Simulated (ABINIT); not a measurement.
# SiSnTeSe2 (P4/mmm): zone-centre phonons, part 2 of 2

Which modes does SiSnTeSe2 (P4/mmm) have at the zone centre?

ABINIT 10.8.3; DFT LDA, scalar-relativistic, plane waves, HGH norm-conserving pseudopotentials.

So far. Step 4 (Relaxation): The volume changes by +0.3 % in this run and stands +11.5 % from the first cell. Step 5 (Ground state): The cell stands at -0.74 GPa: the relaxation ran with a smoothed and higher cutoff, and the difference is a stress of the finite basis. The relaxed cell has a = 4.754, c = 5.341 Å (conventional setting).

The structure was built from a prototype and need not be the compound's stable phase.

## 6. Zone-centre response

At q = 0 one unit cell holds all displacements. The response is solved for single atoms along the cell's directions, and symmetry skips those that follow from others. The crystal is treated as a metal, which screens a static field, so no field response is asked.

Contents of dfpt_gamma.abi:

```

# common to the responses
getwfk_filepath "gso_WFK"
kptopt 2
nqpt 1
qpt 0.0 0.0 0.0
asr 0
chneut 0

# displacements
rfphon 1
rfatpol 1 5
rfdir 1 1 1
tolvrs 1.0d-10
prtwf 0

# basis, mesh and filling
ecut 20.0
ixc 7
ngkpt 6 6 4
nshiftk 1
shiftk 0.0 0.0 0.0
istwfk *1
occopt 3
tsmear 0.01
nband 20
nstep 100
diemac 1000000.0
prtebands 0
prtgsr 0

# cell and atoms
acell 3*1.0 Angstrom
rprim 
    4.753843357 0.0 0.0
    0.0 4.753843357 0.0
    0.0 0.0 5.340512343
ntypat 4
znucl 50 14 34 52
natom 5
typat 1 2 3 3 4
xred 
    0.0 0.0 0.0
    0.5 0.5 0.5
    0.5 0.0 0.5
    0.0 0.5 0.5
    0.5 0.5 0.0
pp_dirpath "./pseudo"
pseudos "Sn.hgh, Si.hgh, Se.hgh, Te.hgh"
```

Run with:

```console
$ OMP_NUM_THREADS=1 mpirun -n 4 abinit dfpt_gamma.abi > dfpt_gamma.log
```

Numbers of over 12 decimals in the logs are rounded to 6 here.

dfpt_gamma.abo, the main output file:

```text
[banners, grids, parts of the stress and lines that vanish by symmetry left out]
- input  file    -> dfpt_gamma.abi
- output file    -> dfpt_gamma.abo
- root for input  files -> dfpt_gammai
[...]
Symmetries : space group P4/m m m (#123); Bravais tP (primitive tetrag.)
[...]
nfft =       72000          nkpt =          76
[...]
== DATASET  1 ==================================================================
[...]
cutoff_energies: {ecut:  20.0, pawecutdg:  -1.0, }
[...]
Exchange-correlation functional for the present dataset will be:
  LDA: Perdew-Wang 92 LSD fit to Ceperley-Alder data - ixc=7
[...]
Perturbation : displacement of atom   1   along direction   1
[...]
-ETOT  1   27.527085294917     -6.495E+01 9.736E-01 8.709E+04
 ETOT  2  -1.176745     -2.870E+01 1.097E-01 7.328E+02
 ETOT  3  -1.468093     -2.913E-01 5.209E-02 9.585E+01
 ETOT  4  -1.496598     -2.850E-02 4.914E-03 9.661E-01
 ETOT  5  -1.496895     -2.976E-04 5.400E-03 1.294E-02
[...]
At SCF step   12       vres2   =  1.30E-12 < tolvrs=  1.00E-10 =>converged.
[...]
Perturbation : displacement of atom   1   along direction   3
[...]
-ETOT  1   69.682645139455     -4.907E+01 3.201E+00 2.592E+05
[...]
At SCF step   11       vres2   =  3.68E-11 < tolvrs=  1.00E-10 =>converged.
[...]
Perturbation : displacement of atom   2   along direction   1
[...]
-ETOT  1   108.45321605552     -2.521E+01 1.382E+00 2.630E+05
[...]
At SCF step   12       vres2   =  2.98E-12 < tolvrs=  1.00E-10 =>converged.
[...]
Perturbation : displacement of atom   2   along direction   3
[...]
-ETOT  1   184.46341236894      1.908E+01 1.059E+00 5.835E+05
[...]
At SCF step   11       vres2   =  5.31E-11 < tolvrs=  1.00E-10 =>converged.
[...]
Perturbation : displacement of atom   3   along direction   1
[...]
-ETOT  1   233.52475413122     -2.351E+02 2.724E+00 6.056E+05
[...]
Perturbation : displacement of atom   3   along direction   2
[...]
-ETOT  1   348.97946151000     -1.334E+02 5.355E+00 8.325E+05
[...]
Perturbation : displacement of atom   3   along direction   3
[...]
-ETOT  1   438.31104267467     -1.666E+02 5.678E+00 1.413E+06
[...]
Perturbation : displacement of atom   5   along direction   1
[...]
-ETOT  1   130.39983014571     -1.645E+02 1.362E+00 3.694E+05
[...]
At SCF step   12       vres2   =  1.36E-11 < tolvrs=  1.00E-10 =>converged.
[...]
Perturbation : displacement of atom   5   along direction   3
[...]
-ETOT  1   368.45647826530     -2.117E+01 1.734E+00 1.180E+06
[...]
ETOT 11   6.761218     -1.484E-11 1.845E-06 3.791E-10
 ETOT 12   6.761218      1.933E-11 3.742E-07 3.723E-12
 At SCF step   12       vres2   =  3.72E-12 < tolvrs=  1.00E-10 =>converged.
[...]
Phonon wavevector (reduced coordinates) :  0.00000  0.00000  0.00000
 Phonon energies in Hartree :
[...]
Phonon frequencies in cm-1    :
- -1.378911E+02 -9.844933E+01 -9.844933E+01 -7.377513E+01 -6.555150E+01
- -5.610032E+01 -5.610032E+01 -2.721958E+01 -2.721958E+01 -1.917107E+00
-  1.765336E+00  1.765336E+00  1.645342E+02  2.549865E+02  2.549865E+02
[...]
fcart      0.0000000000E+00  0.0000000000E+00  0.0000000000E+00
           strten      0.0000000000E+00  0.0000000000E+00  0.0000000000E+00
================================================================================
```

Wall time 4.6 min (4 MPI ranks of Arm Neoverse V2, shared host).

Read from the output:

| Quantity | Value |
| --- | --- |
| largest acoustic frequency at the zone centre before the sum rule | -1.92 cm⁻¹ |
| highest optical zone-centre mode (no LO-TO term) | 255.0 cm⁻¹ |
| lowest optical zone-centre mode | -137.9 cm⁻¹ |

The acoustic modes at Γ come out as far as 1.9 cm⁻¹ from zero, where they should vanish, a small numerical error. The lowest optical mode is imaginary, 138i cm⁻¹, an instability at this level and on this k mesh.

## 7. Modes with the sum rule

anaddb reads the merged derivatives and imposes the acoustic sum rule.

Contents of anaddb.abi:

```
ddb_filepath "gamma_DDB"
output_file "anaddb.abo"
outdata_prefix "anaddb"
asr 1
chneut 1
enunit 2
eivec 1
nph1l 1
qph1l 0.0 0.0 0.0 1.0
```

Contents of mrgddb.in:

```
gamma_DDB
merged
2
dfpt_gammao_DDB
gso_DDB
```

Run with:

```console
$ mrgddb < mrgddb.in > mrgddb.log
$ OMP_NUM_THREADS=1 anaddb anaddb.abi > anaddb.log
```

anaddb.abo, the main output file:

```text
-outvars_anaddb: echo values of input variables ----------------------

 Miscellaneous information :
      enunit         2
       eivec         1
         asr         1
 First list of wavevector (reduced coord.) :
       nph1l         1
       qph1l
                     0.00000000E+00  0.00000000E+00  0.00000000E+00    1.000E+00

================================================================================

 read the DDB information and perform some checks

  ==== Info on the Cryst% object ====
 Real(R)+Recip(G) space primitive vectors, cartesian coordinates (Bohr,Bohr^-1):
 R(1)=  8.9834620  0.0000000  0.0000000  G(1)=  0.1113157  0.0000000  0.0000000
 R(2)=  0.0000000  8.9834620  0.0000000  G(2)=  0.0000000  0.1113157  0.0000000
 R(3)=  0.0000000  0.0000000 10.0921057  G(3)=  0.0000000  0.0000000  0.0990873
 Unit cell volume ucvol=  8.1445906E+02 bohr^3
 Angles (23,13,12)=  9.00000000E+01  9.00000000E+01  9.00000000E+01 degrees
 Time-reversal symmetry is present
 Reduced atomic positions [iatom, xred, symbol]:
    1)    0.0000000  0.0000000  0.0000000  Sn
    2)    0.5000000  0.5000000  0.5000000  Si
    3)    0.5000000  0.0000000  0.5000000  Se
    4)    0.0000000  0.5000000  0.5000000  Se
    5)    0.5000000  0.5000000  0.0000000  Te

 DDB file with 3 blocks has been read.

================================================================================

 Treat the first list of vectors

  Phonon wavevector (reduced coordinates) :  0.00000  0.00000  0.00000
 Phonon energies in Hartree :
  -6.282959E-04 -4.486392E-04 -4.486392E-04 -3.358278E-04 -2.987201E-04
  -2.556922E-04 -2.556922E-04 -1.242579E-04 -1.242579E-04  0.000000E+00
   0.000000E+00  0.000000E+00  7.496846E-04  1.161775E-03  1.161775E-03
 Phonon energies in meV     :
- -1.709680E+01 -1.220810E+01 -1.220810E+01 -9.138339E+00 -8.128587E+00
- -6.957740E+00 -6.957740E+00 -3.381231E+00 -3.381231E+00  0.000000E+00
-  0.000000E+00  0.000000E+00  2.039996E+01  3.161350E+01  3.161350E+01
 Phonon frequencies in cm-1    :
- -1.378950E+02 -9.846493E+01 -9.846493E+01 -7.370568E+01 -6.556147E+01
- -5.611795E+01 -5.611795E+01 -2.727146E+01 -2.727146E+01  0.000000E+00
-  0.000000E+00  0.000000E+00  1.645368E+02  2.549801E+02  2.549801E+02
 Phonon frequencies in Thz     :
- -4.133988E+00 -2.951904E+00 -2.951904E+00 -2.209641E+00 -1.965484E+00
- -1.682374E+00 -1.682374E+00 -8.175779E-01 -8.175779E-01  0.000000E+00
-  0.000000E+00  0.000000E+00  4.932688E+00  7.644110E+00  7.644110E+00
 Phonon energies in Kelvin  :
- -1.984001E+02 -1.416691E+02 -1.416691E+02 -1.060460E+02 -9.432833E+01
- -8.074121E+01 -8.074121E+01 -3.923755E+01 -3.923755E+01  0.000000E+00
-  0.000000E+00  0.000000E+00  2.367317E+02  3.668594E+02  3.668594E+02

 Eigendisplacements
 (will be given, for each mode : in cartesian coordinates
   for each atom the real part of the displacement vector,
   then the imaginary part of the displacement vector - absolute values smaller than 1.0d-7 are set to zero)
  Mode number    1   Energy   -6.282959E-04
 Attention : low frequency mode.
   (Could be unstable or acoustic mode)
;  1  0.00000000E+00  0.00000000E+00  5.52601603E-04
;     0.00000000E+00  0.00000000E+00  0.00000000E+00
;  2  0.00000000E+00  0.00000000E+00  3.17500601E-03
;     0.00000000E+00  0.00000000E+00  0.00000000E+00
;  3  0.00000000E+00  0.00000000E+00 -1.18333522E-03
;     0.00000000E+00  0.00000000E+00  0.00000000E+00
;  4  0.00000000E+00  0.00000000E+00 -1.18333522E-03
;     0.00000000E+00  0.00000000E+00  0.00000000E+00
;  5  0.00000000E+00  0.00000000E+00  2.51587031E-04
;     0.00000000E+00  0.00000000E+00  0.00000000E+00
  Mode number    2   Energy   -4.486392E-04
 Attention : low frequency mode.
   (Could be unstable or acoustic mode)
-  1  0.00000000E+00  1.19564209E-03  0.00000000E+00
-     0.00000000E+00  0.00000000E+00  0.00000000E+00
-  2  0.00000000E+00  1.50793893E-03  0.00000000E+00
-     0.00000000E+00  0.00000000E+00  0.00000000E+00
-  3  0.00000000E+00  4.56740014E-04  0.00000000E+00
-     0.00000000E+00  0.00000000E+00  0.00000000E+00
-  4  0.00000000E+00 -1.77148715E-03  0.00000000E+00
-     0.00000000E+00  0.00000000E+00  0.00000000E+00
-  5  0.00000000E+00 -6.30669796E-04  0.00000000E+00
-     0.00000000E+00  0.00000000E+00  0.00000000E+00
  Mode number    3   Energy   -4.486392E-04
 Attention : low frequency mode.
   (Could be unstable or acoustic mode)
-  1  1.19564209E-03  0.00000000E+00  0.00000000E+00
-     0.00000000E+00  0.00000000E+00  0.00000000E+00
-  2  1.50793893E-03  0.00000000E+00  0.00000000E+00
-     0.00000000E+00  0.00000000E+00  0.00000000E+00
-  3 -1.77148715E-03  0.00000000E+00  0.00000000E+00
-     0.00000000E+00  0.00000000E+00  0.00000000E+00
-  4  4.56740014E-04  0.00000000E+00  0.00000000E+00
-     0.00000000E+00  0.00000000E+00  0.00000000E+00
-  5 -6.30669796E-04  0.00000000E+00  0.00000000E+00
-     0.00000000E+00  0.00000000E+00  0.00000000E+00
  Mode number    4   Energy   -3.358278E-04
 Attention : low frequency mode.
   (Could be unstable or acoustic mode)
;  1  0.00000000E+00  0.00000000E+00  0.00000000E+00
;     0.00000000E+00  0.00000000E+00  0.00000000E+00
;  2  0.00000000E+00  0.00000000E+00  0.00000000E+00
;     0.00000000E+00  0.00000000E+00  0.00000000E+00
;  3  0.00000000E+00  0.00000000E+00  1.86380890E-03
;     0.00000000E+00  0.00000000E+00  0.00000000E+00
;  4  0.00000000E+00  0.00000000E+00 -1.86380890E-03
;     0.00000000E+00  0.00000000E+00  0.00000000E+00
;  5  0.00000000E+00  0.00000000E+00  0.00000000E+00
;     0.00000000E+00  0.00000000E+00  0.00000000E+00
  Mode number    5   Energy   -2.987201E-04
 Attention : low frequency mode.
   (Could be unstable or acoustic mode)
;  1  0.00000000E+00  0.00000000E+00  1.74548927E-03
;     0.00000000E+00  0.00000000E+00  0.00000000E+00
;  2  0.00000000E+00  0.00000000E+00 -1.74411136E-03
;     0.00000000E+00  0.00000000E+00  0.00000000E+00
;  3  0.00000000E+00  0.00000000E+00 -3.56707557E-04
;     0.00000000E+00  0.00000000E+00  0.00000000E+00
;  4  0.00000000E+00  0.00000000E+00 -3.56707557E-04
;     0.00000000E+00  0.00000000E+00  0.00000000E+00
;  5  0.00000000E+00  0.00000000E+00 -7.98580768E-04
;     0.00000000E+00  0.00000000E+00  0.00000000E+00
  Mode number    6   Energy   -2.556922E-04
 Attention : low frequency mode.
   (Could be unstable or acoustic mode)
-  1  0.00000000E+00  1.25518606E-03  0.00000000E+00
-     0.00000000E+00  0.00000000E+00  0.00000000E+00
-  2  0.00000000E+00 -1.55444142E-03  0.00000000E+00
-     0.00000000E+00  0.00000000E+00  0.00000000E+00
-  3  0.00000000E+00 -8.68791129E-04  0.00000000E+00
-     0.00000000E+00  0.00000000E+00  0.00000000E+00
-  4  0.00000000E+00  1.15636770E-03  0.00000000E+00
-     0.00000000E+00  0.00000000E+00  0.00000000E+00
-  5  0.00000000E+00 -1.00354978E-03  0.00000000E+00
-     0.00000000E+00  0.00000000E+00  0.00000000E+00
  Mode number    7   Energy   -2.556922E-04
 Attention : low frequency mode.
   (Could be unstable or acoustic mode)
-  1  1.25518606E-03  0.00000000E+00  0.00000000E+00
-     0.00000000E+00  0.00000000E+00  0.00000000E+00
-  2 -1.55444142E-03  0.00000000E+00  0.00000000E+00
-     0.00000000E+00  0.00000000E+00  0.00000000E+00
-  3  1.15636770E-03  0.00000000E+00  0.00000000E+00
-     0.00000000E+00  0.00000000E+00  0.00000000E+00
-  4 -8.68791129E-04  0.00000000E+00  0.00000000E+00
-     0.00000000E+00  0.00000000E+00  0.00000000E+00
-  5 -1.00354978E-03  0.00000000E+00  0.00000000E+00
-     0.00000000E+00  0.00000000E+00  0.00000000E+00
  Mode number    8   Energy   -1.242579E-04
 Attention : low frequency mode.
   (Could be unstable or acoustic mode)
-  1  0.00000000E+00  5.89171053E-04  0.00000000E+00
-     0.00000000E+00  0.00000000E+00  0.00000000E+00
-  2  0.00000000E+00 -1.94607454E-03  0.00000000E+00
-     0.00000000E+00  0.00000000E+00  0.00000000E+00
-  3  0.00000000E+00 -1.20447095E-03  0.00000000E+00
-     0.00000000E+00  0.00000000E+00  0.00000000E+00
-  4  0.00000000E+00 -1.02769654E-03  0.00000000E+00
-     0.00000000E+00  0.00000000E+00  0.00000000E+00
-  5  0.00000000E+00  1.26150433E-03  0.00000000E+00
-     0.00000000E+00  0.00000000E+00  0.00000000E+00
  Mode number    9   Energy   -1.242579E-04
 Attention : low frequency mode.
   (Could be unstable or acoustic mode)
-  1  5.89171053E-04  0.00000000E+00  0.00000000E+00
-     0.00000000E+00  0.00000000E+00  0.00000000E+00
-  2 -1.94607454E-03  0.00000000E+00  0.00000000E+00
-     0.00000000E+00  0.00000000E+00  0.00000000E+00
-  3 -1.02769654E-03  0.00000000E+00  0.00000000E+00
-     0.00000000E+00  0.00000000E+00  0.00000000E+00
-  4 -1.20447095E-03  0.00000000E+00  0.00000000E+00
-     0.00000000E+00  0.00000000E+00  0.00000000E+00
-  5  1.26150433E-03  0.00000000E+00  0.00000000E+00
-     0.00000000E+00  0.00000000E+00  0.00000000E+00
  Mode number   10   Energy    0.000000E+00
 Attention : low frequency mode.
   (Could be unstable or acoustic mode)
-  1  0.00000000E+00  1.12646986E-03  0.00000000E+00
-     0.00000000E+00  0.00000000E+00  0.00000000E+00
-  2  0.00000000E+00  1.12646981E-03  0.00000000E+00
-     0.00000000E+00  0.00000000E+00  0.00000000E+00
-  3  0.00000000E+00  1.12646979E-03  0.00000000E+00
-     0.00000000E+00  0.00000000E+00  0.00000000E+00
-  4  0.00000000E+00  1.12646988E-03  0.00000000E+00
-     0.00000000E+00  0.00000000E+00  0.00000000E+00
-  5  0.00000000E+00  1.12646963E-03  0.00000000E+00
-     0.00000000E+00  0.00000000E+00  0.00000000E+00
  Mode number   11   Energy    0.000000E+00
 Attention : low frequency mode.
   (Could be unstable or acoustic mode)
-  1  1.12646986E-03  0.00000000E+00  0.00000000E+00
-     0.00000000E+00  0.00000000E+00  0.00000000E+00
-  2  1.12646981E-03  0.00000000E+00  0.00000000E+00
-     0.00000000E+00  0.00000000E+00  0.00000000E+00
-  3  1.12646988E-03  0.00000000E+00  0.00000000E+00
-     0.00000000E+00  0.00000000E+00  0.00000000E+00
-  4  1.12646979E-03  0.00000000E+00  0.00000000E+00
-     0.00000000E+00  0.00000000E+00  0.00000000E+00
-  5  1.12646963E-03  0.00000000E+00  0.00000000E+00
-     0.00000000E+00  0.00000000E+00  0.00000000E+00
  Mode number   12   Energy    0.000000E+00
 Attention : low frequency mode.
   (Could be unstable or acoustic mode)
-  1  0.00000000E+00  0.00000000E+00  1.12649489E-03
-     0.00000000E+00  0.00000000E+00  0.00000000E+00
-  2  0.00000000E+00  0.00000000E+00  1.12644027E-03
-     0.00000000E+00  0.00000000E+00  0.00000000E+00
-  3  0.00000000E+00  0.00000000E+00  1.12646889E-03
-     0.00000000E+00  0.00000000E+00  0.00000000E+00
-  4  0.00000000E+00  0.00000000E+00  1.12646889E-03
-     0.00000000E+00  0.00000000E+00  0.00000000E+00
-  5  0.00000000E+00  0.00000000E+00  1.12645402E-03
-     0.00000000E+00  0.00000000E+00  0.00000000E+00
  Mode number   13   Energy    7.496846E-04
;  1  0.00000000E+00  0.00000000E+00  9.21106243E-06
;     0.00000000E+00  0.00000000E+00  0.00000000E+00
;  2  0.00000000E+00  0.00000000E+00  2.26738626E-03
;     0.00000000E+00  0.00000000E+00  0.00000000E+00
;  3  0.00000000E+00  0.00000000E+00  8.22999964E-04
;     0.00000000E+00  0.00000000E+00  0.00000000E+00
;  4  0.00000000E+00  0.00000000E+00  8.22999964E-04
;     0.00000000E+00  0.00000000E+00  0.00000000E+00
;  5  0.00000000E+00  0.00000000E+00 -1.52620105E-03
;     0.00000000E+00  0.00000000E+00  0.00000000E+00
  Mode number   14   Energy    1.161775E-03
-  1  0.00000000E+00 -8.24554236E-06  0.00000000E+00
-     0.00000000E+00  0.00000000E+00  0.00000000E+00
-  2  0.00000000E+00 -3.12828826E-03  0.00000000E+00
-     0.00000000E+00  0.00000000E+00  0.00000000E+00
-  3  0.00000000E+00  1.80678535E-03  0.00000000E+00
-     0.00000000E+00  0.00000000E+00  0.00000000E+00
-  4  0.00000000E+00 -3.83561809E-04  0.00000000E+00
-     0.00000000E+00  0.00000000E+00  0.00000000E+00
-  5  0.00000000E+00 -1.84477763E-04  0.00000000E+00
-     0.00000000E+00  0.00000000E+00  0.00000000E+00
  Mode number   15   Energy    1.161775E-03
-  1  8.24554236E-06  0.00000000E+00  0.00000000E+00
-     0.00000000E+00  0.00000000E+00  0.00000000E+00
-  2  3.12828826E-03  0.00000000E+00  0.00000000E+00
-     0.00000000E+00  0.00000000E+00  0.00000000E+00
-  3  3.83561809E-04  0.00000000E+00  0.00000000E+00
-     0.00000000E+00  0.00000000E+00  0.00000000E+00
-  4 -1.80678535E-03  0.00000000E+00  0.00000000E+00
-     0.00000000E+00  0.00000000E+00  0.00000000E+00
-  5  1.84477763E-04  0.00000000E+00  0.00000000E+00
-     0.00000000E+00  0.00000000E+00  0.00000000E+00

 Analysis of degeneracies and characters (maximum tolerance=1.00E-06 a.u.)
 For each vibration mode, or group of modes if degenerate,
 the characters are given for each symmetry operation (see the list in the log file).
 Symmetry characters of vibration mode #   1
  1.0 -1.0 -1.0  1.0  1.0 -1.0 -1.0  1.0  1.0 -1.0 -1.0  1.0  1.0 -1.0 -1.0  1.0
 Symmetry characters of vibration mode #   2
        degenerate with vibration mode #   3
  2.0 -2.0 -0.0  0.0 -2.0  2.0  0.0 -0.0  0.0 -0.0 -0.0  0.0 -0.0  0.0  0.0 -0.0
 Symmetry characters of vibration mode #   4
  1.0 -1.0 -1.0  1.0  1.0 -1.0 -1.0  1.0 -1.0  1.0  1.0 -1.0 -1.0  1.0  1.0 -1.0
 Symmetry characters of vibration mode #   5
  1.0 -1.0 -1.0  1.0  1.0 -1.0 -1.0  1.0  1.0 -1.0 -1.0  1.0  1.0 -1.0 -1.0  1.0
 Symmetry characters of vibration mode #   6
        degenerate with vibration mode #   7
  2.0 -2.0  0.0 -0.0 -2.0  2.0 -0.0  0.0  0.0 -0.0  0.0 -0.0 -0.0  0.0 -0.0  0.0
 Symmetry characters of vibration mode #   8
        degenerate with vibration mode #   9
  2.0 -2.0  0.0 -0.0 -2.0  2.0 -0.0  0.0 -0.0  0.0  0.0 -0.0  0.0 -0.0 -0.0  0.0
 Symmetry characters of vibration mode #  10
       degenerate with vibration modes #  11 to   12
  3.0 -3.0 -1.0  1.0 -1.0  1.0 -1.0  1.0  1.0 -1.0 -1.0  1.0  1.0 -1.0 -1.0  1.0
 Symmetry characters of vibration mode #  13
  1.0 -1.0 -1.0  1.0  1.0 -1.0 -1.0  1.0  1.0 -1.0 -1.0  1.0  1.0 -1.0 -1.0  1.0
 Symmetry characters of vibration mode #  14
        degenerate with vibration mode #  15
  2.0 -2.0 -0.0  0.0 -2.0  2.0  0.0 -0.0  0.0 -0.0  0.0 -0.0 -0.0  0.0 -0.0  0.0
-
```

Wall time 0.49 s (1 thread).

No LO-TO term; unit eigenvectors of the mass-weighted matrix, from anaddb's displacements. The modes at Γ (shares of kinetic energy by element, %) (negative means imaginary):

```csv
mode,frequency (cm⁻¹),Sn %,Si %,Se %,Te %
1,-137.9,7,52,40,1
2,-98.5,31,12,48,9
3,-98.5,31,12,48,9
4,-73.7,0,0,100,0
5,-65.6,66,16,4,15
6,-56.1,34,12,30,23
7,-56.1,34,12,30,23
8,-27.3,8,19,36,37
9,-27.3,8,19,36,37
10,0.0,27,6,37,30
11,0.0,27,6,37,30
12,0.0,27,6,37,30
13,164.5,0,26,19,54
14,255.0,0,50,49,1
15,255.0,0,50,49,1
```

Displacements in mode 1 (-137.9 cm⁻¹), the largest set to 1:
```
Sn1  0.00  0.00  0.17
Si2  0.00  0.00  1.00
Se3  0.00  0.00 -0.37
Se4  0.00  0.00 -0.37
Te5  0.00  0.00  0.08
```

Displacements in mode 8 (-27.3 cm⁻¹), the largest set to 1:
```
Sn1  0.00  0.30  0.00
Si2  0.00 -1.00  0.00
Se3  0.00 -0.62  0.00
Se4  0.00 -0.53  0.00
Te5  0.00  0.65  0.00
```

The rule moves no optical mode by more than 0.1 cm⁻¹.

## 8. Results

```json
{
  "space group after relaxation": "P4/mmm",
  "volume per atom": "24.1 Å³",
  "highest optical zone-centre mode (no LO-TO term)": "255.0 cm⁻¹",
  "lowest optical zone-centre mode": "-137.9 cm⁻¹",
  "imaginary optical modes at the zone centre (no q mesh in this session)": "yes"
}
```

**Reading.** At the LDA level the optical modes of SiSnTeSe2 (P4/mmm) at the zone centre run from 138i to 255 cm⁻¹, so the structure is a saddle point, with 9 modes beyond 10i cm⁻¹ there. The base run prints -0.74 GPa, mostly the error of a finite basis; the relaxation, with a smoothed and higher cutoff, had brought the cell to rest. These are harmonic frequencies: anharmonic shifts and widths and the lattice's thermal expansion are left out. The Fermi-Dirac smearing of 0.01 Ha is an electronic temperature of 3158 K, which adds a pressure of its own and can shift the volume and soft modes. Spin-orbit coupling is left out, which can matter for the heavy elements here. The HGH files keep few electrons and have no core correction, which is cheap but rough for Sn. In a metal the frequencies hang on the k mesh and the smearing, most of all near Kohn anomalies. The structure is a hypothetical one, built on a prototype.

[Host names and launcher messages were left out of these logs when they were recorded.]

[Logs are printed without paths, hosts, clocks, repeated set-up lines and the standing remarks that a program may print on its own settings, such as how far it seeks lower states.]

[Hosts, paths, dates, database ids (printed as entryN), source tags and the programs' standing remarks are cut or masked in the printed files.]
